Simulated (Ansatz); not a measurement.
# TiC (Fm-3m): the Drude term of Re ε in the infrared

Re ε of TiC (Fm-3m) at low photon energies is read from one computed spectrum; the carriers' damping was typed as γ = 0.1 eV.

Symmetry: Fm-3m, No. 225, cubic system. The conventional cell has a = 4.319 Å, b = 4.319 Å, c = 4.319 Å, α = 90.00°, β = 90.00°, γ = 90.00°. Ti on site a has 6 C at 2.16 Å as nearest neighbours. C on site b is surrounded by 6 Ti at 2.16 Å.

Method: Ansatz 0.2.0, PBE, independent particles, k-mesh 18×18×18 with interpolation inside its cells, Gaussian parameter 0.2 eV.

Launch of the response step: `ansatz run input.yaml --threads 4 --pin off --max-ram 8192MiB --backend cpu --events-out ev --progress --plain --runs-dir out`. The run took 5 s, on 4 threads of Intel(R) Xeon(R) 6975P-C (Granite Rapids) (shared host).

| photon energy E (eV) | wavelength (µm) | Re ε |
| --- | --- | --- |
| 0.25 | 4.96 | ? |
| 0.30 | 4.13 | -78.6 |
| 0.35 | 3.54 | -52.9 |
| 0.40 | 3.10 | -36.3 |
| 0.50 | 2.48 | -17.1 |
| 0.60 | 2.07 | -7.3 |
| 0.70 | 1.77 | -2.4 |

A Drude term over a constant background gives Re ε = ε_b − ωp²/(E² + γ²), linear in 1/(E² + γ²).

Working, on the rows shown:

| x = 1/(E² + γ²) (eV⁻²) | y = Re ε |
| --- | --- |
| 10 | -78.6 |
| 7.54717 | -52.9 |
| 5.88235 | -36.3 |
| 3.84615 | -17.1 |
| 2.7027 | -7.3 |
| 2 | -2.4 |

Means: x̄ = 5.3297, ȳ = -32.433. Σ(x − x̄)(y − ȳ) = -451.9, Σ(x − x̄)² = 47.22. Slope = -451.9 / 47.22 = -9.57; intercept = ȳ − slope · x̄ = 18.57. The line misses the rows shown by at most 1.8.

Problem. What does the fit predict for the withheld row, and how well does it do?

Solution. At x = 13.793 the line gives y = -113.42. The run gave -120.7, so the extrapolation is off by 7.3, 6 % of the range in the table. Beyond its data the fit drifts from the curve.

Refitted with all rows, the slope is -10.06 and the intercept 20.708. These give ωp = √(−slope) = 3.17 eV, against 3.64 eV from the program's Fermi-surface sum, and an intercept of 20.7. Taking the program's Drude term off the rows leaves 62 at the lowest energy and 24 at the highest, so the background isn't constant: interband transitions lie in or near the window, and neither fitted number can be trusted. The cell comes from an older database entry, whose edges can be off by a per cent or so. The values come from a sum over the points of one k-mesh and carry its error, which is largest for Fermi-surface quantities.
